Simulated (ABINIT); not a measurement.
# AlBiS3 (Pm-3m): zone-centre phonons

Which modes does AlBiS3 (Pm-3m) have at the zone centre?

Main program and level: ABINIT 10.8.3; DFT PBEsol, scalar-relativistic, plane waves, PseudoDojo norm-conserving pseudopotentials.

The structure was built from a prototype and need not be the compound's stable phase.

## (1) The starting structure

It takes space group Pm-3m (No. 221, cubic). The conventional cell has a = 4.655 Å, b = 4.655 Å, c = 4.655 Å, α = 90.00°, β = 90.00°, γ = 90.00°. Bi has 12 S at 3.29 Å nearest. Al has 6 S at 2.33 Å nearest. S has 2 Al at 2.33 Å and 4 Bi at 3.29 Å nearest. Farther neighbours and most contacts between anions are not listed.

## (2) A first look

A first run with smearing and empty bands tells whether the crystal has a gap, which decides between fixed occupations and smearing later on.

The input, probe.abi:

```
# ground state
tolvrs 1.0d-08
prtden 1
prtwf 1

# basis, mesh and filling
ecut 36.0
ecutsm 3.0
ngkpt 4 4 4
nshiftk 1
shiftk 0.0 0.0 0.0
istwfk *1
occopt 7
tsmear 0.005
nband 26
nstep 100
diemac 9.0
prtebands 0
prtgsr 0
useylm 1

# cell and atoms
acell 8.79667511 8.79667511 8.79667511
rprim 
    1.0 0.0 0.0
    0.0 1.0 0.0
    0.0 0.0 1.0
ntypat 3
znucl 83 13 16
natom 5
typat 1 2 3 3 3
xred 
    0.0 0.0 0.0
    0.5 0.5 0.5
    0.5 0.5 0.0
    0.5 0.0 0.5
    0.0 0.5 0.5
pp_dirpath "./pseudo"
pseudos "Bi.upf, Al.upf, S.upf"
```

On the command line:

```
$ OMP_NUM_THREADS=1 mpirun -n 4 abinit probe.abi > probe.log
```

Numbers of over 12 decimals in the logs are rounded to 6 here.

probe.abo, the main output file:

```text
[banners, grids, parts of the stress and lines that vanish by symmetry left out]
- input  file    -> probe.abi
- output file    -> probe.abo
- root for input  files -> probei
[...]
Symmetries : space group Pm -3 m (#221); Bravais cP (primitive cubic)
[...]
mpw =        7088          nfft =      110592          nkpt =          10
[...]
== DATASET  1 ==================================================================
[...]
cutoff_energies: {ecut:  36.0, pawecutdg:  -1.0, }
[...]
ETOT  1  -117.14134165912    -1.171E+02 9.189E-02 1.200E+03
 ETOT  2  -117.26787258028    -1.265E-01 6.846E-03 6.170E+02
 ETOT  3  -117.36628723924    -9.841E-02 1.761E-03 9.033E+00
 ETOT  4  -117.36725781166    -9.706E-04 3.021E-03 1.212E-01
 ETOT  5  -117.36729349220    -3.568E-05 2.060E-03 1.492E-03
 ETOT  6  -117.36729362501    -1.328E-07 2.569E-03 2.315E-04
 ETOT  7  -117.36729364755    -2.254E-08 7.679E-04 8.987E-06
 ETOT  8  -117.36729364853    -9.755E-10 5.750E-04 2.087E-07
 ETOT  9  -117.36729364855    -2.302E-11 1.137E-04 6.383E-10
 At SCF step    9       vres2   =  6.38E-10 < tolvrs=  1.00E-08 =>converged.
[...]
sigma(1 1)=  1.01885688E-04  sigma(3 2)=  0.00000000E+00
  sigma(2 2)=  1.01885688E-04  sigma(3 1)=  0.00000000E+00
  sigma(3 3)=  1.01885688E-04  sigma(2 1)=  0.00000000E+00
[...]
convergence: {deltae: -2.302E-11, res2:  6.383E-10, residm:  1.137E-04, diffor: null, }
etotal    :  -1.17367294E+02
[...]
sigma(1 1)=  1.01885688E-04  sigma(3 2)=  0.00000000E+00
  sigma(2 2)=  1.01885688E-04  sigma(3 1)=  0.00000000E+00
  sigma(3 3)=  1.01885688E-04  sigma(2 1)=  0.00000000E+00
[...]
- sigma(1 1)=  2.99758042E+00  sigma(3 2)=  0.00000000E+00
- sigma(2 2)=  2.99758042E+00  sigma(3 1)=  0.00000000E+00
- sigma(3 3)=  2.99758042E+00  sigma(2 1)=  0.00000000E+00
[...]
fcart     -0.0000000000E+00 -0.0000000000E+00 -0.0000000000E+00
           strten      1.0188568759E-04  1.0188568759E-04  1.0188568759E-04
================================================================================

[key lines of the parts left out:]
pressure_GPa:  -2.9976E+00
```

It took 21 s on 4 MPI ranks of Arm Neoverse V1, shared host.

Numbers from this step:

```yaml
volume_per_atom: 20.17 Å³
pressure: -2.998 GPa
gap_on_the_k_mesh: 0 eV
```

No gap opens on this mesh, so smearing is kept.

## (3) Rough relaxation

The typed start is rough, so a first relaxation with smearing and loose thresholds takes it towards rest cheaply.

The input, prerelax.abi:

```
# relaxation
ionmov 2
optcell 2
dilatmx 1.15
chkdilatmx 0
ntime 40
tolmxf 3.0d-04
tolvrs 1.0d-10
prtwf 0
prtden 0
chksymtnons 0

# basis, mesh and filling
ecut 28.8
ecutsm 3.0
ngkpt 4 4 4
nshiftk 1
shiftk 0.0 0.0 0.0
istwfk *1
occopt 7
tsmear 0.005
nband 26
nstep 100
diemac 1000000.0
prtebands 0
prtgsr 0
useylm 1

# cell and atoms
acell 8.79667511 8.79667511 8.79667511
rprim 
    1.0 0.0 0.0
    0.0 1.0 0.0
    0.0 0.0 1.0
ntypat 3
znucl 83 13 16
natom 5
typat 1 2 3 3 3
xred 
    0.0 0.0 0.0
    0.5 0.5 0.5
    0.5 0.5 0.0
    0.5 0.0 0.5
    0.0 0.5 0.5
pp_dirpath "./pseudo"
pseudos "Bi.upf, Al.upf, S.upf"
```

On the command line:

```
$ OMP_NUM_THREADS=1 mpirun -n 4 abinit prerelax.abi > prerelax.log
```

prerelax.abo, the main output file:

```text
[banners, grids, parts of the stress and lines that vanish by symmetry left out]
- input  file    -> prerelax.abi
- output file    -> prerelax.abo
- root for input  files -> prerelaxi
[...]
Symmetries : space group Pm -3 m (#221); Bravais cP (primitive cubic)
[...]
mpw =        7689          nfft =      125000          nkpt =          10
[...]
== DATASET  1 ==================================================================
[...]
cutoff_energies: {ecut:  28.8, pawecutdg:  -1.0, }
[...]
ETOT  1  -117.16743837963    -1.172E+02 5.877E-02 1.374E+03
 ETOT  2  -117.32065500525    -1.532E-01 5.262E-03 2.932E+02
 ETOT  3  -117.36534193082    -4.469E-02 2.191E-03 5.767E+00
 ETOT  4  -117.36588754409    -5.456E-04 2.386E-03 8.599E-02
 ETOT  5  -117.36589961162    -1.207E-05 1.030E-03 7.362E-04
[...]
At SCF step   10       vres2   =  3.97E-11 < tolvrs=  1.00E-10 =>converged.
[...]
ETOT  8  -117.36718686846    -9.237E-13 2.408E-07 1.112E-11
 At SCF step    8       vres2   =  1.11E-11 < tolvrs=  1.00E-10 =>converged.
[...]
sigma(1 1)=  1.61340681E-07  sigma(3 2)=  0.00000000E+00
  sigma(2 2)=  1.61340681E-07  sigma(3 1)=  0.00000000E+00
  sigma(3 3)=  1.61340681E-07  sigma(2 1)=  0.00000000E+00
[...]
convergence: {deltae: -9.237E-13, res2:  1.112E-11, residm:  2.408E-07, diffor: null, }
etotal    :  -1.17367187E+02
[...]
At Broyd/MD step   4, gradients are converged :
[...]
sigma(1 1)=  1.61340681E-07  sigma(3 2)=  0.00000000E+00
  sigma(2 2)=  1.61340681E-07  sigma(3 1)=  0.00000000E+00
  sigma(3 3)=  1.61340681E-07  sigma(2 1)=  0.00000000E+00
[...]
- sigma(1 1)=  4.74680671E-03  sigma(3 2)=  0.00000000E+00
- sigma(2 2)=  4.74680671E-03  sigma(3 1)=  0.00000000E+00
- sigma(3 3)=  4.74680671E-03  sigma(2 1)=  0.00000000E+00
[...]
fcart     -0.0000000000E+00 -0.0000000000E+00 -0.0000000000E+00
           strten      1.6134068084E-07  1.6134068085E-07  1.6134068084E-07
================================================================================

[key lines of the parts left out:]
pressure_GPa:  -4.7468E-03
Total energy (etotal) [Ha]= -1.17367186868457E+02
```

Elapsed: 85 s, on 4 MPI ranks.

Step by step:

| step | energy less that of the first step (eV) | largest force (eV/Å) | volume (Å³) |
| --- | --- | --- | --- |
| 1 | 0.0000 | 0.0000 | 100.87 |
| 2 | -0.0152 | 0.0000 | 99.95 |
| 3 | -0.0350 | 0.0000 | 97.11 |
| 4 | -0.0350 | 0.0000 | 97.25 |

| conventional cell, symmetrised | before | after | change |
| --- | --- | --- | --- |
| a (Å) | 4.655 | 4.599 | -1.2 % |
| b (Å) | 4.655 | 4.599 | -1.2 % |
| c (Å) | 4.655 | 4.599 | -1.2 % |
| volume (Å³/atom) | 20.17 | 19.45 | -3.6 % |

Final coordinates:

```xyz
5
Lattice="4.5986 0.0000 0.0000 0.0000 4.5986 0.0000 0.0000 0.0000 4.5986" Properties=species:S:1:pos:R:3 pbc="T T T"
Bi    0.0000    0.0000    0.0000
Al    2.2993    2.2993    2.2993
S     2.2993    2.2993    0.0000
S     2.2993    0.0000    2.2993
S     0.0000    2.2993    2.2993
```

Numbers from this step:

- volume per atom: 19.45 Å³
- pressure: -0.004747 GPa

The volume changes by -3.6 % in this run and stands -3.6 % from the first cell.

## (4) Relaxing the cell and atoms

The harmonic expansion needs vanishing forces, and a free crystal bears no stress, so cell and atoms are brought to rest. Stress is more sensitive to the basis than forces are: the last 3 Ha under the cutoff are smoothed with ecutsm.

The input, relax.abi:

```
# relaxation
ionmov 2
optcell 2
dilatmx 1.08
ntime 40
tolmxf 1.0d-05
tolvrs 1.0d-14
prtwf 0
prtden 0
chksymtnons 0

# basis, mesh and filling
ecut 36.0
ecutsm 3.0
ngkpt 6 6 6
nshiftk 1
shiftk 0.0 0.0 0.0
istwfk *1
occopt 3
tsmear 0.01
nband 26
nstep 100
diemac 1000000.0
prtebands 0
prtgsr 0
useylm 1

# cell and atoms
acell 8.690171405 8.690171405 8.690171405
rprim 
    1.0 0.0 0.0
    0.0 1.0 0.0
    0.0 0.0 1.0
ntypat 3
znucl 83 13 16
natom 5
typat 1 2 3 3 3
xred 
    0.0 0.0 0.0
    0.5 0.5 0.5
    0.5 0.5 0.0
    0.5 0.0 0.5
    0.0 0.5 0.5
pp_dirpath "./pseudo"
pseudos "Bi.upf, Al.upf, S.upf"
```

On the command line:

```
$ OMP_NUM_THREADS=1 mpirun -n 4 abinit relax.abi > relax.log
```

relax.abo, the main output file:

```text
[banners, grids, parts of the stress and lines that vanish by symmetry left out]
- input  file    -> relax.abi
- output file    -> relax.abo
- root for input  files -> relaxi
[...]
Symmetries : space group Pm -3 m (#221); Bravais cP (primitive cubic)
[...]
mpw =        8578          nfft =      157464          nkpt =          20
[...]
== DATASET  1 ==================================================================
[...]
cutoff_energies: {ecut:  36.0, pawecutdg:  -1.0, }
[...]
ETOT  1  -117.15118979457    -1.172E+02 1.058E-01 1.649E+03
 ETOT  2  -117.31847169648    -1.673E-01 5.306E-03 4.364E+02
 ETOT  3  -117.37033515394    -5.186E-02 3.004E-03 2.739E+01
 ETOT  4  -117.37251825288    -2.183E-03 2.069E-03 1.720E+00
 ETOT  5  -117.37266339559    -1.451E-04 1.545E-03 4.015E-02
[...]
At SCF step   12       vres2   =  1.66E-15 < tolvrs=  1.00E-14 =>converged.
[...]
sigma(1 1)= -2.69476638E-05  sigma(3 2)=  0.00000000E+00
  sigma(2 2)= -2.69476638E-05  sigma(3 1)=  0.00000000E+00
  sigma(3 3)= -2.69476638E-05  sigma(2 1)=  0.00000000E+00
[...]
convergence: {deltae: -5.599E-12, res2:  1.663E-15, residm:  2.187E-04, diffor: null, }
etotal    :  -1.17372667E+02
[...]
ETOT  1  -117.37252939165    -1.174E+02 8.158E-05 2.275E+00
[...]
At SCF step   10       vres2   =  5.26E-15 < tolvrs=  1.00E-14 =>converged.
[...]
sigma(1 1)= -1.96910047E-05  sigma(3 2)=  0.00000000E+00
  sigma(2 2)= -1.96910047E-05  sigma(3 1)=  0.00000000E+00
  sigma(3 3)= -1.96910047E-05  sigma(2 1)=  0.00000000E+00
[...]
convergence: {deltae:  6.111E-13, res2:  5.264E-15, residm:  6.138E-05, diffor: null, }
etotal    :  -1.17372704E+02
[...]
ETOT  1  -117.37144789186    -1.174E+02 6.185E-05 1.693E+01
[...]
At SCF step   11       vres2   =  9.92E-16 < tolvrs=  1.00E-14 =>converged.
[...]
sigma(1 1)= -2.40236002E-07  sigma(3 2)=  0.00000000E+00
  sigma(2 2)= -2.40236002E-07  sigma(3 1)=  0.00000000E+00
  sigma(3 3)= -2.40236002E-07  sigma(2 1)=  0.00000000E+00
[...]
convergence: {deltae:  1.251E-12, res2:  9.923E-16, residm:  1.531E-05, diffor: null, }
etotal    :  -1.17372747E+02
[...]
ETOT  1  -117.37274729464    -1.174E+02 1.268E-05 2.673E-03
[...]
ETOT  8  -117.37274750154     3.837E-12 5.493E-06 3.698E-14
 ETOT  9  -117.37274750155    -2.345E-12 8.524E-06 2.595E-16
 At SCF step    9       vres2   =  2.59E-16 < tolvrs=  1.00E-14 =>converged.
[...]
sigma(1 1)= -2.20143966E-09  sigma(3 2)=  0.00000000E+00
  sigma(2 2)= -2.20143967E-09  sigma(3 1)=  0.00000000E+00
  sigma(3 3)= -2.20143967E-09  sigma(2 1)=  0.00000000E+00
[...]
convergence: {deltae: -2.345E-12, res2:  2.595E-16, residm:  8.524E-06, diffor: null, }
etotal    :  -1.17372748E+02
[...]
At Broyd/MD step   4, gradients are converged :
[...]
sigma(1 1)= -2.20143966E-09  sigma(3 2)=  0.00000000E+00
  sigma(2 2)= -2.20143967E-09  sigma(3 1)=  0.00000000E+00
  sigma(3 3)= -2.20143967E-09  sigma(2 1)=  0.00000000E+00
[...]
- sigma(1 1)= -6.47685909E-05  sigma(3 2)=  0.00000000E+00
- sigma(2 2)= -6.47685912E-05  sigma(3 1)=  0.00000000E+00
- sigma(3 3)= -6.47685912E-05  sigma(2 1)=  0.00000000E+00
[...]
fcart     -0.0000000000E+00 -0.0000000000E+00 -0.0000000000E+00
           strten     -2.2014396599E-09 -2.2014396686E-09 -2.2014396694E-09
================================================================================

[key lines of the parts left out:]
pressure_GPa:   6.4769E-05
Total energy (etotal) [Ha]= -1.17372747501546E+02
```

Elapsed: 3.1 min, on 4 MPI ranks.

Step by step:

| step | energy less that of the first step (eV) | largest force (eV/Å) | volume (Å³) |
| --- | --- | --- | --- |
| 1 | 0.0000 | 0.0000 | 97.25 |
| 2 | -0.0010 | 0.0000 | 97.49 |
| 3 | -0.0022 | 0.0000 | 98.13 |
| 4 | -0.0022 | 0.0000 | 98.14 |

| conventional cell, symmetrised | before | after | change |
| --- | --- | --- | --- |
| a (Å) | 4.599 | 4.613 | +0.3 % |
| b (Å) | 4.599 | 4.613 | +0.3 % |
| c (Å) | 4.599 | 4.613 | +0.3 % |
| volume (Å³/atom) | 19.45 | 19.63 | +0.9 % |

Final coordinates:

```xyz
5
Lattice="4.6127 0.0000 0.0000 0.0000 4.6127 0.0000 0.0000 0.0000 4.6127" Properties=species:S:1:pos:R:3 pbc="T T T"
Bi    0.0000    0.0000    0.0000
Al    2.3063    2.3063    2.3063
S     2.3063    2.3063    0.0000
S     2.3063    0.0000    2.3063
S     0.0000    2.3063    2.3063
```

This step gave:

```
volume per atom : 19.63 Å³
pressure        : 6.48e-5 GPa
```

The volume changes by +0.9 % in this run and stands -2.7 % from the first cell.

## (5) Self-consistent run for the response

First-order wavefunctions inherit every error of the ground state, hence the very tight tolvrs. ecutsm is kept as in the relaxation, so that the cell stays at rest. Smearing stays on, as the first look found no gap above 0.3 eV.

The input, gs.abi:

```
# ground state
tolvrs 1.0d-16
prtden 1
prtwf 1

# basis, mesh and filling
ecut 36.0
ecutsm 3.0
ngkpt 6 6 6
nshiftk 1
shiftk 0.0 0.0 0.0
istwfk *1
occopt 3
tsmear 0.01
nband 26
nstep 100
diemac 1000000.0
prtebands 0
prtgsr 0
useylm 1

# cell and atoms
acell 8.716672424 8.716672424 8.716672424
rprim 
    1.0 0.0 0.0
    0.0 1.0 0.0
    0.0 0.0 1.0
ntypat 3
znucl 83 13 16
natom 5
typat 1 2 3 3 3
xred 
    0.0 0.0 0.0
    0.5 0.5 0.5
    0.5 0.5 0.0
    0.5 0.0 0.5
    0.0 0.5 0.5
pp_dirpath "./pseudo"
pseudos "Bi.upf, Al.upf, S.upf"
```

On the command line:

```
$ OMP_NUM_THREADS=1 mpirun -n 4 abinit gs.abi > gs.log
```

gs.abo, the main output file:

```text
[banners, grids, parts of the stress and lines that vanish by symmetry left out]
- input  file    -> gs.abi
- output file    -> gs.abo
- root for input  files -> gsi
[...]
Symmetries : space group Pm -3 m (#221); Bravais cP (primitive cubic)
[...]
mpw =        6872          nfft =      110592          nkpt =          20
[...]
== DATASET  1 ==================================================================
[...]
cutoff_energies: {ecut:  36.0, pawecutdg:  -1.0, }
[...]
ETOT  1  -117.15986982220    -1.172E+02 7.964E-02 1.159E+03
 ETOT  2  -117.31712841005    -1.573E-01 6.464E-03 3.145E+02
 ETOT  3  -117.37030058381    -5.317E-02 2.037E-03 2.000E+01
 ETOT  4  -117.37258920583    -2.289E-03 1.545E-03 1.282E+00
 ETOT  5  -117.37274399105    -1.548E-04 7.825E-04 2.649E-02
[...]
ETOT 12  -117.37274748557    -1.251E-12 8.028E-05 1.059E-15
 ETOT 13  -117.37274748557     4.832E-13 9.435E-05 2.214E-17
 At SCF step   13       vres2   =  2.21E-17 < tolvrs=  1.00E-16 =>converged.
[...]
sigma(1 1)= -2.16408740E-09  sigma(3 2)=  0.00000000E+00
  sigma(2 2)= -2.16408740E-09  sigma(3 1)=  0.00000000E+00
  sigma(3 3)= -2.16408740E-09  sigma(2 1)=  0.00000000E+00
[...]
convergence: {deltae:  4.832E-13, res2:  2.214E-17, residm:  9.435E-05, diffor: null, }
etotal    :  -1.17372747E+02
[...]
sigma(1 1)= -2.16408740E-09  sigma(3 2)=  0.00000000E+00
  sigma(2 2)= -2.16408740E-09  sigma(3 1)=  0.00000000E+00
  sigma(3 3)= -2.16408740E-09  sigma(2 1)=  0.00000000E+00
[...]
- sigma(1 1)= -6.36696495E-05  sigma(3 2)=  0.00000000E+00
- sigma(2 2)= -6.36696496E-05  sigma(3 1)=  0.00000000E+00
- sigma(3 3)= -6.36696496E-05  sigma(2 1)=  0.00000000E+00
[...]
fcart     -0.0000000000E+00 -0.0000000000E+00 -0.0000000000E+00
           strten     -2.1640874006E-09 -2.1640874041E-09 -2.1640874041E-09
================================================================================

[key lines of the parts left out:]
pressure_GPa:   6.3670E-05
```

Run time: 41 s. Hardware: 4 MPI ranks.

This step gave:

```
pressure : 6.37e-5 GPa
```

The cell stands at 6.4e-5 GPa, close enough for phonons.

[end of part 1 of 4]

[Host names and launcher messages were left out of these logs when they were recorded.]

[Logs are printed without paths, hosts, clocks, repeated set-up lines and the standing remarks that a program may print on its own settings, such as how far it seeks lower states.]

[Hosts, paths, dates, database ids (printed as entryN), source tags and the programs' standing remarks are cut or masked in the printed files.]
